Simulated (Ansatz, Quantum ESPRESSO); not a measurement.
# Si3Os (Pm-3m): zone-centre phonons

Wanted: the vibrations of Si3Os (Pm-3m) at Γ, by two programs.

Main program and level: Quantum ESPRESSO 7.5; DFT LDA, scalar-relativistic, plane waves, JTH PAW pseudopotentials.

This is a report of a sequence of runs, with most program output left out.

The structure was built from a prototype and need not be the compound's stable phase.

### Step 1. The starting structure

Symmetry: Pm-3m, No. 221, cubic system. The conventional cell has a = 3.843 Å, b = 3.843 Å, c = 3.843 Å, α = 90.00°, β = 90.00°, γ = 90.00°. Os has 12 Si at 2.72 Å nearest. Nearest to Si lie 4 Os at 2.72 Å and 8 Si at 2.72 Å. Farther neighbours are not listed.

Coordinates:

```cif
data_structure
_symmetry_space_group_name_H-M 'Pm-3m'
_symmetry_Int_Tables_number 221
_cell_length_a 3.8426
_cell_length_b 3.8426
_cell_length_c 3.8426
_cell_angle_alpha 90.000
_cell_angle_beta 90.000
_cell_angle_gamma 90.000
_cell_volume 56.74
loop_
_atom_site_label
_atom_site_type_symbol
_atom_site_symmetry_multiplicity
_atom_site_Wyckoff_symbol
_atom_site_fract_x
_atom_site_fract_y
_atom_site_fract_z
_atom_site_occupancy
Os1 Os 1 a 0.00000 0.00000 0.00000 1
Si1 Si 3 c 0.00000 0.50000 0.50000 1
```

### Step 2. A probe with smearing

Before anything dear is run, a loose run with smearing shows whether this is a metal and how far the cell is from rest.

Contents of probe.in:

```
 &control
    calculation='scf',
    prefix='x',
    outdir='./tmp',
    pseudo_dir='./pseudo',
    tprnfor=.true.,
    tstress=.true.,
    verbosity='high',
 /
 &system
    ibrav=1,
    celldm(1)=7.26136786,
    nat=4,
    ntyp=2,
    ecutwfc=40.0,
    ecutrho=200.0,
    occupations='smearing',
    smearing='gaussian',
    degauss=0.01,
 /
 &electrons
    conv_thr=1.0d-07,
    mixing_beta=0.7,
    electron_maxstep=100,
 /
ATOMIC_SPECIES
 Os    190.2300  Os.upf
 Si     28.0850  Si.upf
ATOMIC_POSITIONS crystal
 Os     0.000000000   0.000000000   0.000000000
 Si     0.000000000   0.500000000   0.500000000
 Si     0.500000000   0.000000000   0.500000000
 Si     0.500000000   0.500000000   0.000000000
K_POINTS automatic
 6 6 6 0 0 0
```

The run is started by

```bash
OMP_NUM_THREADS=1 mpirun -n 4 pw.x -nk 4 -in probe.in > probe.out
```

Run time: 3.7 s. Hardware: 4 MPI ranks of Intel Xeon 6975P-C (Granite Rapids), shared host; 13 s of CPU time.

Numbers from this step:

```yaml
volume_per_atom: 14.18 Å³
pressure: -12.93 GPa
gap_on_the_k_mesh: 0 eV
```

No gap opens on this mesh, so smearing is kept; the start stands at -13 GPa.

### Step 3. Relaxation

The relaxation runs at a cutoff a fifth above that of the response, since stress converges more slowly with the basis than frequencies do. Forces and stress are brought to rest with tight thresholds.

Contents of relax.in:

```
 &control
    calculation='vc-relax',
    prefix='x',
    outdir='./tmp',
    pseudo_dir='./pseudo',
    tprnfor=.true.,
    tstress=.true.,
    forc_conv_thr=2.0d-05,
    etot_conv_thr=1.0d-07,
    nstep=40,
 /
 &system
    ibrav=1,
    celldm(1)=7.26136786,
    nat=4,
    ntyp=2,
    ecutwfc=48,
    ecutrho=240.0,
    occupations='smearing',
    smearing='mv',
    degauss=0.02,
 /
 &electrons
    conv_thr=1.0d-11,
    mixing_beta=0.7,
    electron_maxstep=100,
 /
 &ions
 /
 &cell
    press_conv_thr=0.2,
 /
ATOMIC_SPECIES
 Os    190.2300  Os.upf
 Si     28.0850  Si.upf
ATOMIC_POSITIONS crystal
 Os     0.000000000   0.000000000   0.000000000
 Si     0.000000000   0.500000000   0.500000000
 Si     0.500000000   0.000000000   0.500000000
 Si     0.500000000   0.500000000   0.000000000
K_POINTS automatic
 10 10 10 0 0 0
```

The run is started by

```bash
OMP_NUM_THREADS=1 mpirun -n 4 pw.x -nk 4 -in relax.in > relax.out
```

It took 35 s on 4 MPI ranks; 2.3 min of CPU time.

Relaxation path:

| step | energy less that of the first step (eV) | largest force (eV/Å) | pressure (GPa) | volume (Å³) |
| --- | --- | --- | --- | --- |
| 1 | 0.0000 | 0.0000 | -12.60 | 56.74 |
| 2 | -0.1878 | 0.0000 | -3.73 | 53.17 |
| 3 | -0.2013 | 0.0000 | 0.69 | 51.80 |
| 4 | -0.2017 | 0.0000 | -0.03 | 52.01 |
| 5 | -0.2017 | 0.0000 | 0.00 | 52.00 |
| 6 | -0.2017 | 0.0000 | 0.00 | 52.00 |

| conventional cell, symmetrised | before | after | change |
| --- | --- | --- | --- |
| a (Å) | 3.843 | 3.733 | -2.9 % |
| b (Å) | 3.843 | 3.733 | -2.9 % |
| c (Å) | 3.843 | 3.733 | -2.9 % |
| volume (Å³/atom) | 14.18 | 13.00 | -8.3 % |

The relaxed structure:

```
CELL_PARAMETERS angstrom
3.73252 0.00000 0.00000
0.00000 3.73252 0.00000
0.00000 0.00000 3.73252
ATOMIC_POSITIONS crystal
Os 0.00000 0.00000 0.00000
Si 0.00000 0.50000 0.50000
Si 0.50000 0.00000 0.50000
Si 0.50000 0.50000 0.00000
```

The last row of the table of steps is pw.x's closing run on a basis chosen anew for the final cell, so its energy can jump.

Numbers from this step:

```yaml
volume_per_atom: 13.00 Å³
pressure: 0.001 GPa
```

The volume changes by -8.3 % from the cell with which this run began.

### Step 4. Self-consistent run for the response

Perturbation theory inherits every error of the wavefunctions, so the threshold is set near the limit of the arithmetic. Smearing stays on, as the first look found no gap above 0.3 eV.

Contents of scf.in:

```
 &control
    calculation='scf',
    prefix='x',
    outdir='./tmp',
    pseudo_dir='./pseudo',
    tprnfor=.true.,
    tstress=.true.,
 /
 &system
    ibrav=1,
    celldm(1)=7.05344256,
    nat=4,
    ntyp=2,
    ecutwfc=40.0,
    ecutrho=200.0,
    occupations='smearing',
    smearing='mv',
    degauss=0.02,
 /
 &electrons
    conv_thr=1.0d-12,
    mixing_beta=0.7,
    electron_maxstep=100,
 /
ATOMIC_SPECIES
 Os    190.2300  Os.upf
 Si     28.0850  Si.upf
ATOMIC_POSITIONS crystal
 Os     0.000000000   0.000000000   0.000000000
 Si     0.000000000   0.500000000   0.500000000
 Si     0.500000000   0.000000000   0.500000000
 Si     0.500000000   0.500000000   0.000000000
K_POINTS automatic
 10 10 10 0 0 0
```

The run is started by

```bash
OMP_NUM_THREADS=1 mpirun -n 4 pw.x -nk 4 -in scf.in > scf.out
```

The job ended after 7.2 s (4 MPI ranks).

Numbers from this step:

```yaml
pressure: -0.02600 GPa
```

The cell stands at -0.026 GPa, close enough for phonons.

### Step 5. Zone-centre response

At q = 0 one unit cell holds all displacements; symmetry groups them into irreducible representations that are solved one by one. With smeared occupations no response to a homogeneous field can be asked.

Contents of ph.in:

```
phonons
 &inputph
    prefix='x',
    outdir='./tmp',
    fildyn='g.dyn',
    tr2_ph=1.0d-18,
    alpha_mix(1)=0.4,
    nmix_ph=8,
 /
0.000000000000 0.000000000000 0.000000000000
```

The run is started by

```bash
OMP_NUM_THREADS=1 mpirun -n 4 ph.x -nk 4 -in ph.in > ph.out
```

Run time: 84 s. Hardware: 4 MPI ranks; 5.6 min of CPU time.

This step gave:

```yaml
largest_acoustic_frequency_at_the_zone_centre_before_the_sum_rule: -3.58 cm⁻¹
highest_optical_zone_centre_mode_no_lo_to_term: 298.5 cm⁻¹
lowest_optical_zone_centre_mode: -126.0 cm⁻¹
```

The acoustic modes at Γ come out as far as 3.6 cm⁻¹ from zero, where they should vanish, a small numerical error. The lowest optical mode is imaginary, 126i cm⁻¹, an instability at this level and on this k mesh.

### Step 6. Zone-centre analysis

A rigid shift of the crystal must cost nothing, but grids and finite bases break this; the acoustic sum rule is imposed before the matrix is diagonalised again.

Contents of dynmat.in:

```
 &input
    fildyn='g.dyn',
    asr='simple',
    fileig='dynmat.eig',
 /
```

The run is started by

```bash
dynmat.x -in dynmat.in > dynmat.out
```

Elapsed: 0.66 s, on 1 thread.

This step gave:

- highest optical zone-centre mode (no LO-TO term): 298.6 cm⁻¹
- lowest optical zone-centre mode: -125.8 cm⁻¹

Unit eigenvectors of the mass-weighted matrix after the sum rule; no LO-TO term. Modes at Γ, with each element's share of the kinetic energy (negative means imaginary):

| mode | frequency (cm⁻¹) | Os % | Si % |
| --- | --- | --- | --- |
| 1 | -125.8 | 27 | 73 |
| 2 | -125.8 | 27 | 73 |
| 3 | -125.8 | 27 | 73 |
| 4 | 0.0 | 69 | 31 |
| 5 | 0.0 | 69 | 31 |
| 6 | 0.0 | 69 | 31 |
| 7 | 137.1 | 0 | 100 |
| 8 | 137.1 | 0 | 100 |
| 9 | 137.1 | 0 | 100 |
| 10 | 298.6 | 4 | 96 |
| 11 | 298.6 | 4 | 96 |
| 12 | 298.6 | 4 | 96 |

Displacements in mode 2 (-125.8 cm⁻¹), the largest set to 1:
```
Os1  0.01  0.07 -0.28
Si2 -0.03 -0.11  0.43
Si3 -0.01 -0.25  0.43
Si4 -0.01 -0.11  1.00
```

Displacements in mode 11 (298.6 cm⁻¹), the largest set to 1:
```
Os1  0.00 -0.03  0.12
Si2  0.00  0.22 -0.90
Si3  0.00 -0.25 -0.90
Si4  0.00  0.22  1.00
```

The rule moves no optical mode by more than 0.2 cm⁻¹.

### Step 7. Sum rules set otherwise (asr crystal)

The rule can be imposed in more than one way; the choices should agree where the raw error is small.

Contents of dynmat.in:

```
 &input
    fildyn='g.dyn',
    asr='crystal',
    fileig='dynmat.eig',
 /
```

The run is started by

```bash
dynmat.x -in dynmat.in > dynmat.out
```

Wall time 0.65 s (1 thread).

Read from the output:

```
highest optical zone-centre mode (no LO-TO term) : 298.5 cm⁻¹
lowest optical zone-centre mode                  : -125.9 cm⁻¹
```

Zone-centre frequencies as printed; negative means imaginary. Modes:

| mode | frequency (cm⁻¹) |
| --- | --- |
| 1 | -125.9 |
| 2 | -125.9 |
| 3 | -125.9 |
| 4 | 0 |
| 5 | 0 |
| 6 | 0 |
| 7 | 137 |
| 8 | 137 |
| 9 | 137 |
| 10 | 298.5 |
| 11 | 298.5 |
| 12 | 298.5 |

Against the first rule no mode moves by more than 0.2 cm⁻¹.

### Step 8. Sum rules set otherwise (asr no)

Without the rule the raw error of the acoustic modes shows.

Contents of dynmat.in:

```
 &input
    fildyn='g.dyn',
    asr='no',
    fileig='dynmat.eig',
 /
```

The run is started by

```bash
dynmat.x -in dynmat.in > dynmat.out
```

It took 0.64 s on 1 thread.

Numbers from this step:

| Property | Result |
| --- | --- |
| lowest optical zone-centre mode | -126.0 cm⁻¹ |

Zone-centre frequencies as printed; negative means imaginary. Modes:

| mode | frequency (cm⁻¹) |
| --- | --- |
| 1 | -126 |
| 2 | -126 |
| 3 | -126 |
| 4 | -3.58 |
| 5 | -3.58 |
| 6 | -3.58 |
| 7 | 137 |
| 8 | 137 |
| 9 | 137 |
| 10 | 298.5 |
| 11 | 298.5 |
| 12 | 298.5 |

Against the first rule no mode moves by more than 3.6 cm⁻¹.

### Step 9. A second program

The same cell goes through another code, with its own cutoff. The potentials differ. Its k mesh is centred on Γ.

This step: DFT LDA, scalar-relativistic, plane waves, PseudoDojo norm-conserving pseudopotentials (Ansatz 0.2.0).

Contents of input.yaml:

```yaml
crystal:
  lattice:
    - [3.7325210591, 0.0, 0.0]
    - [0.0, 3.7325210591, 0.0]
    - [0.0, 0.0, 3.7325210591]
  atoms:
    - { symbol: Os, position: [0.0, 0.0, 0.0] }
    - { symbol: Si, position: [0.0, 0.5, 0.5] }
    - { symbol: Si, position: [0.5, 0.0, 0.5] }
    - { symbol: Si, position: [0.5, 0.5, 0.0] }
kpoints:
  mp_grid: { grid: [10, 10, 10] }
hamiltonian:
  xc: lda
  pseudopotentials: { kind: nc, accuracy: standard }
scf:
  occupations: { method: cold, width: 0.27211 }
output:
  eigenvalues: true
phonons:
  method: dfpt
```

The run is started by

```bash
ansatz run input.yaml --threads 4 --pin off --max-ram 8192MiB --backend cpu --events-out ev --progress --plain --runs-dir out
```

It took 28 s on 4 threads; peak memory 2.6 GiB; 1.8 min of CPU time.

Numbers from this step:

```yaml
sum_rule_residual_before_enforcement: 1.28e-4 eV/Å²
highest_optical_zone_centre_mode_no_lo_to_term: 296.1 cm⁻¹
lowest_optical_zone_centre_mode: -127.1 cm⁻¹
```

### Step 10. The two compared: QE JTH and Ansatz, PseudoDojo

Numbers from this step:

```
root-mean-square difference : 3.08 cm⁻¹
largest difference          : 4.57 cm⁻¹
```

Frequencies side by side, by row:

| q (reciprocal lattice) | mode | QE JTH (cm⁻¹) | Ansatz, PseudoDojo (cm⁻¹) |
| --- | --- | --- | --- |
| 0 0 0 | 1 | -125.8 | -127.1 |
| 0 0 0 | 2 | -125.8 | -127.1 |
| 0 0 0 | 3 | -125.8 | -127.1 |
| 0 0 0 | 4 | 0 | 0 |
| 0 0 0 | 5 | 0 | 0 |
| 0 0 0 | 6 | 0 | 0 |
| 0 0 0 | 7 | 137.1 | 132.6 |
| 0 0 0 | 8 | 137.1 | 132.6 |
| 0 0 0 | 9 | 137.1 | 132.6 |
| 0 0 0 | 10 | 298.6 | 296.1 |
| 0 0 0 | 11 | 298.6 | 296.1 |
| 0 0 0 | 12 | 298.6 | 296.1 |

At the zone centre the largest difference (acoustic modes at Γ apart) is 2 % of the highest mode, but 3 % of the mode at 137 cm⁻¹ on which it sits.

### Step 11. Results

* space group after relaxation: Pm-3m
* volume per atom: 13.0 Å³
* highest optical zone-centre mode (no LO-TO term): 298.6 cm⁻¹
* lowest optical zone-centre mode: -125.8 cm⁻¹
* imaginary optical modes at the zone centre (no q mesh in this session): yes
* largest difference from Ansatz, PseudoDojo: 4.57 cm⁻¹

What this shows: At the LDA level the optical modes of Si3Os (Pm-3m) at the zone centre run from 126i to 299 cm⁻¹, so the structure is a saddle point, with 3 modes beyond 10i cm⁻¹ there. Of the 9 optical modes, 6 are infrared active alone and 3 are silent. QE JTH and Ansatz, PseudoDojo differ by 3.1 cm⁻¹ in the root mean square and by 4.6 cm⁻¹ at most, 1.5 % of the highest mode compared (acoustic modes at Γ left out); the two use different potentials, and the cell was not relaxed for the second set. These are harmonic frequencies at zero temperature: anharmonic shifts and linewidths and thermal expansion are left out. Spin-orbit coupling is left out, which can matter for the heavy elements here. In a metal the frequencies hang on the k mesh and the smearing, most of all near Kohn anomalies. The structure is a hypothetical one, built on a prototype.

[Host names and launcher messages were left out of these logs when they were recorded.]

[Logs are printed without paths, hosts, clocks, repeated set-up lines and the standing remarks that a program may print on its own settings, such as how far it seeks lower states.]

[Hosts, paths, dates, database ids (printed as entryN), source tags and the programs' standing remarks are cut or masked in the printed files.]
